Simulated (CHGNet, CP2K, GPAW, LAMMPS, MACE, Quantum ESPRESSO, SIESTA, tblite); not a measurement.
## Finding the fault: SIESTA, glassy 67P2O5-33MgO (mol %) (80 atoms)

Program: SIESTA 5.4.2, a calculation on a cell of 20 P, 5 Mg and 55 O, 11.5 Å³ an atom.

input.fdf reads:

```
SystemLabel cell
NumberOfAtoms 80
NumberOfSpecies 3
%block ChemicalSpeciesLabel
  1 15 P
  2 12 Mg
  3 8 O
%endblock ChemicalSpeciesLabel
LatticeConstant 1.0 Ang
%block LatticeVectors
  9.72560 0.00000 0.00000
  0.00000 9.72560 0.00000
  0.00000 0.00000 9.72560
%endblock LatticeVectors
PAO.BasisSize QZ3P
PAO.EnergyShift 0.01 Ry
XC.Functional GGA
XC.Authors PBE
MeshCutoff 500 Ry
%block kgrid_Monkhorst_Pack
  1 0 0 0.0
  0 1 0 0.0
  0 0 1 0.0
%endblock kgrid_Monkhorst_Pack
SolutionMethod diagon
OccupationFunction FD
ElectronicTemperature 580 K
SCF.Mixer.Method Pulay
SCF.Mixer.Weight 0.15
SCF.Mixer.History 8
SCF.Mix Hamiltonian
MaxSCFIterations 60
SCF.DM.Tolerance 1e-04
SCF.H.Tolerance 1.0e-3 eV
WriteForces T
Write.HirshfeldPop T
Write.VoronoiPop T
Write.DM F
Write.H F
XML.Write F
AtomicCoordinatesFormat Fractional
%block AtomicCoordinatesAndAtomicSpecies
  0.62204 0.08835 0.97710 1
  0.56093 0.82153 0.28296 1
  0.23992 0.76242 0.22778 1
  0.98985 0.12854 0.30573 1
  0.02318 0.39927 0.48338 1
  0.92500 0.39826 0.96209 1
  0.16678 0.95009 0.50989 1
  0.27221 0.16821 0.17794 1
  0.72449 0.61729 0.07346 1
  0.67424 0.12062 0.28848 1
[... 66 atom lines left out ...]
  0.62331 0.96369 0.25659 3
  0.95916 0.84308 0.83962 3
  0.66124 0.07519 0.45165 3
  0.29695 0.61713 0.20107 3
%endblock AtomicCoordinatesAndAtomicSpecies
```

Run with:

```sh
$ OMP_NUM_THREADS=1 mpirun -np 2 siesta < input.fdf > output.txt
```

What it wrote:

```text
Version         : 5.4.2
reinit: System Name:
reinit: System Label: cell
initatom: Reading input for the pseudopotentials and atomic orbitals ----------
Species number:   1 Atomic number:   15 Label: P
Species number:   2 Atomic number:   12 Label: Mg
Species number:   3 Atomic number:    8 Label: O
size_name: Incorrect basis-size option specified, active options are:
  SZ or MINIMAL
  SZP, SZSP, SZ1P, SZP1
  DZ
  DZP, DZSP, DZP1, DZ1P or STANDARD
  DZDP, DZP2, DZ2P
  TZ
  TZP, TZSP, TZP1, TZ1P
  TZDP, TZP2, TZ2P
  TZTP, TZP3, TZ3P
stopping program
stopping program
Stopping Program from Node:    0
Stopping Program from Node:    0
```

It took 0.5 s on 2 MPI ranks of Arm Neoverse V1, shared host; peak memory 0.16 GiB.

Banners, paths, timers and routine set-up lines are dropped from the logs unmarked, and long logs keep their key lines alone; longer cuts are marked.

Q: Find the fault and mend it.

An unknown basis size: basis QZ3P. The sound run has basis DZP.

The program stopped at the start.

[Also dropped from logs without a mark: logging warnings of Python, and SIESTA's first energy breakdown and zero terms.]

[Logs are printed without paths, hosts, clocks, repeated set-up lines and the standing remarks that a program may print on its own settings, such as how far it seeks lower states.]

[Hosts, paths, dates, database ids (printed as entryN), source tags and the programs' standing remarks are cut or masked in the printed files.]
